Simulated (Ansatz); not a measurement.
# Bismuthene monolayer in a perpendicular field, part 2 of 2

Aim: how the bismuthene monolayer screens a field along its normal, and what the field does to its bands. A positive field points along +c.

Ansatz 0.2.0; plane-wave DFT, PBE-D3(BJ), Ansatz PAW (set soft_1); PAW set soft_1.

So far. Step 2 (Relaxing the slab): The lattice constant a goes from 4.340 to 4.277 Å.

## 3. Single point, field 0

A sawtooth potential applies the field, turning back in the middle of the vacuum. With the dipole correction the typed value is the field outside the slab. The induced dipole is small, so the SCF threshold is tight.

The cell differs from the one that the last finished run ended in (c 34.440 → 19.749 Å).

File input.yaml:

```yaml
crystal:
  lattice:
    - [4.2771197239, 0.0, 0.0]
    - [-2.138559862, 3.7040943359, 0.0]
    - [0.0, 0.0, 19.7491688398]
  atoms:
    - { symbol: Bi, position: [0.6666666667, 0.3333333333, 0.4557153809] }
    - { symbol: Bi, position: [0.3333333333, 0.6666666667, 0.5442846191] }
kpoints:
  mp_grid: { grid: [12, 12, 1] }
  band_path:
    path: [[0, 0, 0], [0.5, 0, 0], [0.33333333, 0.33333333, 0], [0, 0, 0]]
    npoints: 16
hamiltonian:
  xc: pbe
  dispersion: d3bj
  pseudopotentials: { kind: paw, azcp: { folder: soft_1 } }
scf:
  occupations: { method: fermi_dirac, width: 0.02585 }
  convergence: { dr2_threshold: 1.0e-10 }
efield:
  axis: 3
  dipole_correction: true
  ramp_position: 0.97
  ramp_width: 0.06
  amplitude: 0
output:
  dos: { projected: true, e_range: [-6, 5] }
  write_potential: true
  write_density: true
  volumetric_format: npy
  elf: true
```

Launch:

```
> ansatz run input.yaml --threads 2 --pin off --max-ram 3072MiB --backend cpu --events-out ev --progress --plain --runs-dir out
```

Standard output:

```text
[...]
Crystal: 2 atoms, lattice volume = 312.883 Å³
Basis set: ecut = 420 eV, 6109 PW (Γ)
Bands: 19, of which v1, the nominal top of the filled ones, is band 15 counted from 1 (14 counted from 0)
Symmetry: 6 space group operations
k-points: 19 of 144 (time reversal used)
[...]
SCF iter   1: F=—  HF=-24798.753051 eV  |F-HF|=—  |Δ(HF+E_count)|=         —  Δρ=7.65e-3  dr2=2.81e-1  ethr=9.15e-4  p=0.000 e·Å  D=4.22e-14 V/Å  ΔV_dip=-0.00 eV  dr2_dipole=1.05e-11  V_vac-E_F(+/−)=4.60/4.60 eV  ⟨swp⟩=1.0  Hψ=2744  notcnv=0
efield: sawtooth ramp at fractional position 0.9700 (set: `efield.ramp_position`, or a place that a band, a saddle search or an elastic batch's reference lends), width 0.0600; the density the first Hamiltonian is built on has a dipole p = 0.000 e·Å; the dipole correction subtracts the counter field D = 4.22e-14 V/Å, which shifts the + side's vacuum level by -0.00 eV against the − side's; the planar-averaged density in the ramp window peaks in size at 1.8e-6 e/Å³
[...]
SCF iter   2: F=—  HF=-24798.703825 eV  |F-HF|=—  |Δ(HF+E_count)|=   4.92e-2  Δρ=4.17e-3  dr2=6.24e-2  ethr=9.15e-4  p=0.000 e·Å  D=9.36e-7 V/Å  ΔV_dip=-0.00 eV  dr2_dipole=1.13e-10  V_vac-E_F(+/−)=4.09/4.09 eV  ⟨swp⟩=2.5  Hψ=517  notcnv=0
[...]
SCF iter  10: F=-24798.697310 eV  HF=-24798.697310 eV  |F-HF|=3.27e-11  |Δ(HF+E_count)|=  5.71e-10  Δρ=1.50e-7  dr2=5.57e-11  ethr=1.00e-12  p=0.000 e·Å  D=1.20e-7 V/Å  ΔV_dip=-0.00 eV  dr2_dipole=2.63e-13  V_vac-E_F(+/−)=3.71/3.71 eV  ⟨swp⟩=2.7  Hψ=1361  notcnv=0
the search or the solves at the SCF's close seem to have found levels that the self-consistency loop had missed (the run counts 2). By its estimate they hold under 1e-12 electrons; where the run keeps them, the occupations were computed again with them
SCF 1 converged in 10 iterations: F = -24798.697310 eV  dr2 = 5.57e-11
[...]
NSCF: frozen V_eff on 49 k-points
efield: sawtooth ramp at fractional position 0.9700 (kept from the solve that this one continues, or follows in the run), width 0.0600; the density the first Hamiltonian is built on has a dipole p = 0.000 e·Å; the dipole correction subtracts the counter field D = 1.20e-7 V/Å, which shifts the + side's vacuum level by -0.00 eV against the − side's; the planar-averaged density in the ramp window peaks in size at 1.7e-6 e/Å³
WARN: The output density's exchange-correlation potential varies sharply where the density is thin. Do not read a vacuum level from v_tot or v_xc, or from such a field of the output density. On a cell that repeats whose density bears no net charge and no dipole along the vacuum's axis use v_es (v_loc + v_h of the components); under efield.dipole_correction with no amplitude use v_es + v_field, which holds any externa [...]
SCF converged after 10 iterations
Free energy (F): -24798.697310 eV
[...]
Internal energy: -24798.697310 eV  (E = F + TS)
E sigma→0 (E₀):  -24798.697310 eV
Entropy (-TS):   -0.000000 eV (-0.000 meV/atom)
Fermi energy:    -0.621350 eV
Dipole field:    D = -0.000000 V/Å  (p = -0.000001 e·Å, saw-weighted, corrected)
Work function:   Φ+ = 3.7148 eV   Φ− = 3.7148 eV
Levels:          The Fermi level and band energies are counted from a zero that moves with the ramp; work functions are not
[...]
--- Band table (eV; the first three rows and the last of 19) ---
  k-point 0: bands = [... 11 lower, -9.5184, -1.9444, -0.9193, -0.9193, -0.3415, 1.6211, 1.6211, 2.7090]
  k-point 1: bands = [... 11 lower, -9.5364, -1.9199, -1.7484, -1.0794, 0.3435, 1.3162, 1.7526, 2.8263]
  k-point 2: bands = [... 11 lower, -9.6059, -2.7201, -1.8828, -1.4388, 0.2793, 1.5181, 2.0014, 3.0419]
  k-point 18: bands = [... 11 lower, -11.2096, -4.2744, -3.0832, -3.0832, 0.2438, 1.9983, 1.9983, 5.0297]
```

The job ended after 13 s (2 threads of Arm Neoverse V1, shared host; peak memory 0.49 GiB).

Read from the output:

* dipole along the normal: -7.47e-7 e·Å
* gap along the path: 0.5778 eV
* smallest direct gap along the path: 0.5778 eV
* ionisation energy, upper face: 4.013 eV
* electron affinity, upper face: 3.435 eV
* gap, the smaller of path and mesh: 0.5778 eV

Running mean over a fixed 2.8 Å (it still follows the layers) of the planar mean; the ramp of the sawtooth is left out. Electron's electrostatic potential energy less the Fermi level against z:

z (Å), electron's electrostatic potential energy less the Fermi level (eV) and a bar from the least value:
```
     2.93       3.71 ##############################
     3.36       3.71 ##############################
     3.66       3.71 ##############################
     4.10       3.71 ##############################
     4.39       3.71 ##############################
     4.83       3.71 ##############################
     5.12       3.70 ##############################
     5.56       3.68 ##############################
     6.00       3.62 ##############################
     6.29       3.52 #############################
     6.73       3.11 ############################
     7.02       2.45 ##########################
     7.46       0.79 ######################
     7.75      -0.52 ##################
     8.19      -2.30 #############
     8.63      -3.65 #########
     8.92      -4.62 #######
     9.36      -6.25 ##
     9.66      -7.05 
    10.09      -7.05 
    10.39      -6.25 ##
    10.83      -4.62 #######
    11.12      -3.65 #########
    11.56      -2.30 #############
    12.00      -0.52 ##################
    12.29       0.79 ######################
    12.73       2.45 ##########################
    13.02       3.11 ############################
    13.46       3.52 #############################
    13.75       3.62 ##############################
    14.19       3.68 ##############################
    14.63       3.70 ##############################
    14.92       3.71 ##############################
    15.36       3.71 ##############################
    15.65       3.71 ##############################
    16.09       3.71 ##############################
    16.38       3.71 ##############################
    16.82       3.71 ##############################
```

The density of states has structure finer than the step of the table below, so its rows give means over 0.2 eV. Peaks (eV: height): -3.55: 9.64, -2.64: 2.69, -2.17: 6.19, -1.31: 4.51, 1.33: 4.89, 1.91: 4.83.

The density of states by energy, zero at the Fermi level of the run, which the smearing sets inside the gap; means over each step:

| energy (eV) | density of states (states/eV a cell) |
| --- | --- |
| -3.8 | 0 |
| -3.6 | 2.83 |
| -3.4 | 2.41 |
| -3.2 | 1.52 |
| -3.0 | 0.971 |
| -2.8 | 1.49 |
| -2.6 | 2.23 |
| -2.4 | 1.50 |
| -2.2 | 3.02 |
| -2.0 | 2.75 |
| -1.8 | 2.71 |
| -1.6 | 2.27 |
| -1.4 | 2.76 |
| -1.2 | 2.22 |
| -1.0 | 0.689 |
| -0.8 | 0.525 |
| -0.6 | 0.357 |
| -0.4 | 0.265 |
| -0.2 | 0.00186 |
| 0.0 | 0 |
| 0.2 | 3.1e-4 |
| 0.4 | 0.0214 |
| 0.6 | 0.701 |
| 0.8 | 1.45 |
| 1.0 | 2.74 |
| 1.2 | 3.09 |
| 1.4 | 1.64 |
| 1.6 | 0.124 |
| 1.8 | 1.81 |
| 2.0 | 3.96 |

Projected DOS per atom over height of the atomic layer and energy from the Fermi level. Layers: Bi Bi from below.

Ten even steps from '_' (0.00 states/eV) to '@' (1.54 states/eV), each cell a mean:
```
@@@@
----
####
####
....
____
____
....
::::
%%%%
####
@@@@
++++
++++
====
####
____
____
____
____
____
____
```
Columns: height of the atomic layer (Å) from 9 to 10.7; rows upwards: energy from the Fermi level (eV) from -5.96 to 2.23.

The electronic bands at the labelled points (eV, zero at the Fermi level of the run, which the smearing sets inside the gap):

| point | band 13 | band 14 | band 15 | band 16 | band 17 | band 18 | band 19 |
| --- | --- | --- | --- | --- | --- | --- | --- |
| Γ | -1.32 | -0.30 | -0.30 | 0.28 | 2.24 | 2.24 | 3.33 |
| halfway | -2.87 | -1.35 | -1.20 | 0.53 | 2.45 | 2.79 | 3.92 |
| M | -3.59 | -2.18 | -1.80 | 1.01 | 1.69 | 2.82 | 4.38 |
| halfway | -3.54 | -2.46 | -2.19 | 1.38 | 2.10 | 2.38 | 4.83 |
| K | -3.65 | -2.46 | -2.46 | 0.87 | 2.62 | 2.62 | 5.65 |
| halfway | -2.89 | -2.18 | -1.26 | 1.31 | 1.94 | 2.76 | 4.20 |
| Γ | -1.32 | -0.30 | -0.30 | 0.28 | 2.24 | 2.24 | 3.33 |

The electronic bands as a text plot (rows in eV, shown from -3.7 to 3.3 only):

```
    3.2 |+                                                      +
    2.9 |          ++++++++++++             +++++++++++++
    2.6 |    ++++++            +++   +++++++             ++++
    2.3 |++++   ++++++++          +++++     +                ++++
    2.0 |  +++++        ++        ++         ++    ++++      +++
    1.7 |                 ++++++++             ++++    +++  +
    1.4 |                       ++++           +++++++++++++
    1.1 |   +++              +++    +++      ++             +
    0.9 |  +   ++        ++++          ++++++                ++
    0.6 | +      ++++++++                                      +
    0.3 |+                                                      +
    0.0 |
   -0.3 |***                                                 ****
   -0.6 | * ***                                             *  *
   -0.9 |  *   **                                         ** **
   -1.2 |***********                                *************
   -1.5 |          *****                         ***   **   *
   -1.8 |    **       *********                **     *   **
   -2.1 |      *         ************       ***     **   *
   -2.3 |       *                 ** *******           **
   -2.6 |        **                 ***** ***      *  *
   -2.9 |          *                         *********
   -3.2 |           **                         *
   -3.5 |             *************************
         Γ                   M           K                      Γ
```

ELF in the ca plane at fractional y = 0.333, with atoms of Bi within 0.2 Å of it. It is the smooth field of the valence electrons, not physical close to the nuclei.

Ten even steps from '0' (0.00) to '9' (0.69), each cell a mean:
```
00000000000000000124678765566554321000000000
00000000000000001247998655555532100000000000
00000000000000001368997422354421000000000000
00000000000000001469987312254421000000000000
00000000000000001368997522455421000000000000
00000000000000001247898755556532110000000000
00000000000000000023677766666554432100000000
00000000000000000001134445565566654210000000
00000000000000000000000123455567775320000000
00000000000000000000001123455567775310000000
00000000000000000001234555666566654210000000
```
Columns run along c (16.0 Å, from fractional 0.00 to 0.81 of the cell), rows up along a (4.3 Å). Atoms in or near the plane, at fractional coordinates: Bi at (0.46, 0.67).

Electrostatic potential energy in the ca plane at fractional y = 0.333, with atoms of Bi within 0.2 Å of it. With pseudopotentials it is smooth inside the atoms' cores, unlike the true potential.

Ten even steps from '0' (-36 eV) to '9' (3 eV), each cell a mean:
```
99999999999999999999998766789999999999999999
99999999999999999999997300268999999999999999
99999999999999999999984000027999999999999999
99999999999999999999982000017999999999999999
99999999999999999999984000038999999999999999
99999999999999999999997411378999999999999999
99999999999999999999999877789999999999999999
99999999999999999999999999998888999999999999
99999999999999999999999999998778999999999999
99999999999999999999999999998778999999999999
99999999999999999999999999998888999999999999
```
Columns run along c (16.0 Å, from fractional 0.00 to 0.81 of the cell; values clipped at the 3rd and 97th percentile), rows up along a (4.3 Å). Atoms in or near the plane, at fractional coordinates: Bi at (0.46, 0.67).

Valence density in the ca plane at fractional y = 0.333, with atoms of Bi within 0.2 Å of it. It is the smooth field of the valence electrons, not physical close to the nuclei.

Ten steps, logarithmic in the rise over the least value, from '0' (0.0 e/Å³) to '9' (7.6 e/Å³), each cell a mean:
```
00000000000000000000012334332211100000000000
00000000000000000000123577642211000000000000
00000000000000000000125799853210000000000000
00000000000000000000135899863210000000000000
00000000000000000000125799853210000000000000
00000000000000000000123566532211000000000000
00000000000000000000012233332221100000000000
00000000000000000000001112222222100000000000
00000000000000000000000011122332110000000000
00000000000000000000000011122332110000000000
00000000000000000000001122222222100000000000
```
Columns run along c (16.0 Å, from fractional 0.00 to 0.81 of the cell), rows up along a (4.3 Å). Atoms in or near the plane, at fractional coordinates: Bi at (0.46, 0.67).

The gap is 0.58 eV, with the valence edge 4.01 eV and the conduction edge 3.43 eV under the upper vacuum level. Spin-orbit coupling, left out in this run, matters for the bands of elements this heavy.

## 4. Single point, field 0.1 V/Å

Edit input.yaml of step 3 so:

```diff
@@ -23,7 +23,6 @@
   dipole_correction: true
-  ramp_position: 0.97
-  ramp_width: 0.06
-  amplitude: 0
+  ramp_position: 0.9585
+  ramp_width: 0.083
+  amplitude: 0.1
 output:
-  dos: { projected: true, e_range: [-6, 5] }
   write_potential: true
@@ -31,2 +30 @@
   volumetric_format: npy
-  elf: true
```

Standard output:

```text
[...]
Crystal: 2 atoms, lattice volume = 312.883 Å³
Basis set: ecut = 420 eV, 6109 PW (Γ)
Bands: 19, of which v1, the nominal top of the filled ones, is band 15 counted from 1 (14 counted from 0)
Symmetry: 6 space group operations
k-points: 19 of 144 (time reversal used)
[...]
--- Band table (eV; the first three rows and the last of 19) ---
  k-point 0: bands = [... 11 lower, -9.5194, -1.9458, -0.9203, -0.9203, -0.3427, 1.6201, 1.6201, 2.4600]
  k-point 1: bands = [... 11 lower, -9.5374, -1.9219, -1.7488, -1.0805, 0.3418, 1.3146, 1.7516, 2.5697]
  k-point 2: bands = [... 11 lower, -9.6070, -2.7212, -1.8839, -1.4399, 0.2779, 1.5145, 2.0004, 2.8224]
  k-point 18: bands = [... 11 lower, -11.2100, -4.2754, -3.0872, -3.0812, 0.2427, 1.9927, 2.0012, 5.0141]
[key lines of the parts left out:]
SCF converged after 10 iterations
Free energy (F): -24798.699409 eV
Fermi energy:    -0.622472 eV
Dipole field:    D = 0.024273 V/Å  (p = 0.041970 e·Å, saw-weighted, corrected)
```

The job ended after 12 s (2 threads; peak memory 0.45 GiB).

The dipole is 0.0420 e·Å, and the gap 0.578 eV.

## 5. Single point, field -0.1 V/Å

Edit input.yaml of step 4 so:

```diff
@@ -25,3 +25,3 @@
   ramp_width: 0.083
-  amplitude: 0.1
+  amplitude: -0.1
 output:
```

Standard output:

```text
[...]
Crystal: 2 atoms, lattice volume = 312.883 Å³
Basis set: ecut = 420 eV, 6109 PW (Γ)
Bands: 19, of which v1, the nominal top of the filled ones, is band 15 counted from 1 (14 counted from 0)
Symmetry: 6 space group operations
k-points: 19 of 144 (time reversal used)
[...]
--- Band table (eV; the first three rows and the last of 19) ---
  k-point 0: bands = [... 11 lower, -9.5194, -1.9458, -0.9203, -0.9203, -0.3427, 1.6201, 1.6201, 2.4600]
  k-point 1: bands = [... 11 lower, -9.5374, -1.9219, -1.7488, -1.0805, 0.3418, 1.3146, 1.7516, 2.5697]
  k-point 2: bands = [... 11 lower, -9.6070, -2.7212, -1.8839, -1.4399, 0.2779, 1.5145, 2.0004, 2.8224]
  k-point 18: bands = [... 11 lower, -11.2100, -4.2754, -3.0872, -3.0812, 0.2427, 1.9927, 2.0012, 5.0141]
[key lines of the parts left out:]
SCF converged after 10 iterations
Free energy (F): -24798.699409 eV
Fermi energy:    -0.622472 eV
Dipole field:    D = -0.024273 V/Å  (p = -0.041970 e·Å, saw-weighted, corrected)
```

Elapsed: 14 s, on 2 threads; peak memory 0.45 GiB; 27 s of CPU time.

The dipole is -0.0420 e·Å, and the gap 0.578 eV.

## 6. Response, atoms held

This step: plane-wave DFT, PBE-D3(BJ), Ansatz PAW (set soft_1); response to a field along the normal, atoms held; PAW set soft_1 (Ansatz 0.2.0).

The dipoles give the slope, and the difference of two potentials shows where the field is screened.

This step gave:

```
equivalent conductor thickness p/(ε₀AE) : 4.794 Å
distance between the outer atoms        : 1.749 Å
```

Dipole of the cell against applied field:

| applied field (V/Å) | dipole of the cell (e·Å) |
| --- | --- |
| -0.1000 | -0.0420 |
| 0.0000 | -7.5e-7 |
| 0.1000 | 0.0420 |

Local field over the applied field, running mean. From the potentials at -0.1 and 0.1 V/Å; running mean over 2.5 Å. Table of local field over applied field by z:

z (Å), local field over applied field and a bar from the least value:
```
     4.10      0.997 ##############################
     4.53      0.993 ##############################
     4.83      0.988 ##############################
     5.27      0.975 #############################
     5.71      0.947 #############################
     6.14      0.896 ###########################
     6.44      0.841 #########################
     6.88      0.726 ######################
     7.31      0.583 ##################
     7.75      0.429 #############
     8.05      0.326 ##########
     8.48      0.183 ######
     8.92      0.072 ###
     9.22      0.024 #
     9.66     -0.012 
    10.09     -0.012 
    10.53      0.024 #
    10.83      0.072 ###
    11.26      0.183 ######
    11.70      0.326 ##########
    12.00      0.429 #############
    12.43      0.583 ##################
    12.87      0.726 ######################
    13.31      0.841 #########################
    13.61      0.896 ###########################
    14.04      0.947 #############################
    14.48      0.975 #############################
    14.92      0.988 ##############################
    15.21      0.993 ##############################
    15.65      0.997 ##############################
```

Electrons, planar mean, per unit field. Induced electron density against z:

| z (Å) | induced electron density (e/Å³ per V/Å) |
| --- | --- |
| 4.5 | 3.1e-5 |
| 5.0 | 7.9e-5 |
| 5.5 | 1.9e-4 |
| 6.0 | 4.3e-4 |
| 6.5 | 9.5e-4 |
| 7.0 | 0.00186 |
| 7.5 | 0.00294 |
| 8.0 | 0.00276 |
| 8.5 | 0.00118 |
| 9.0 | 9.3e-4 |
| 9.5 | 3.2e-4 |
| 10.0 | -1.3e-4 |
| 10.5 | -6.1e-4 |
| 11.0 | -0.00109 |
| 11.5 | -0.00187 |
| 12.0 | -0.00315 |
| 12.5 | -0.00244 |
| 13.0 | -0.00135 |
| 13.5 | -6.5e-4 |
| 14.0 | -2.9e-4 |
| 14.5 | -1.2e-4 |
| 15.0 | -5.0e-5 |
| 15.5 | -1.9e-5 |

The smaller of the gaps on the path and on the k-mesh, counted as 0 under 0.03 eV. The gap stays at 0.578 eV for applied field from -0.1 to 0.1 V/Å.

By hand: between -0.1 and 0.1 V/Å the dipole changes by 0.08394 e·Å, a slope of 0.4197 e·Å²/V. A perfect conductor of thickness t has p = ε₀AEt, so t = 180.95 × 0.4197 / 15.843 = 4.79 Å (e/ε₀ = 180.95 V·Å, A in Å²).

The induced dipole is that of a conductor 4.79 Å thick.

## 7. What came out

| Item | Value |
| --- | --- |
| gap without field | 0.578 eV |
| ionisation energy, upper face | 4.01 eV |
| electron affinity, upper face | 3.43 eV |
| equivalent conductor thickness, atoms held | 4.79 Å |

The induced dipole equals that of a perfect conductor 4.79 Å thick, while the outer atoms lie 1.75 Å apart; an out-of-plane ε follows only once a thickness t is chosen, by 1 − 1/ε = 4.79 Å / t. The gap stays within 0.01 eV of 0.58 eV over the fields run, up to 0.1 V/Å in size. Semilocal functionals give gaps that are too small, and excitons are not included. Spin-orbit coupling is left out, which matters for the bands of elements this heavy.

[Long decimals in the printed logs are rounded to 6 places.]

[Logs are printed without paths, hosts, clocks, repeated set-up lines and the standing remarks that a program may print on its own settings, such as how far it seeks lower states.]

[Hosts, paths, dates, database ids (printed as entryN), source tags and the programs' standing remarks are cut or masked in the printed files.]

[Maps of the electrostatic potential energy from Ansatz leave out the sawtooth potential of an applied field or a dipole correction, so their vacuum need not be flat; planar profiles and work functions include it.]

[The density of states shown here was stored with 400 of the rows of the run's finer table, so its peaks can read low, often by over a quarter, or be missed, and its means over a window can be off by a tenth or more.]
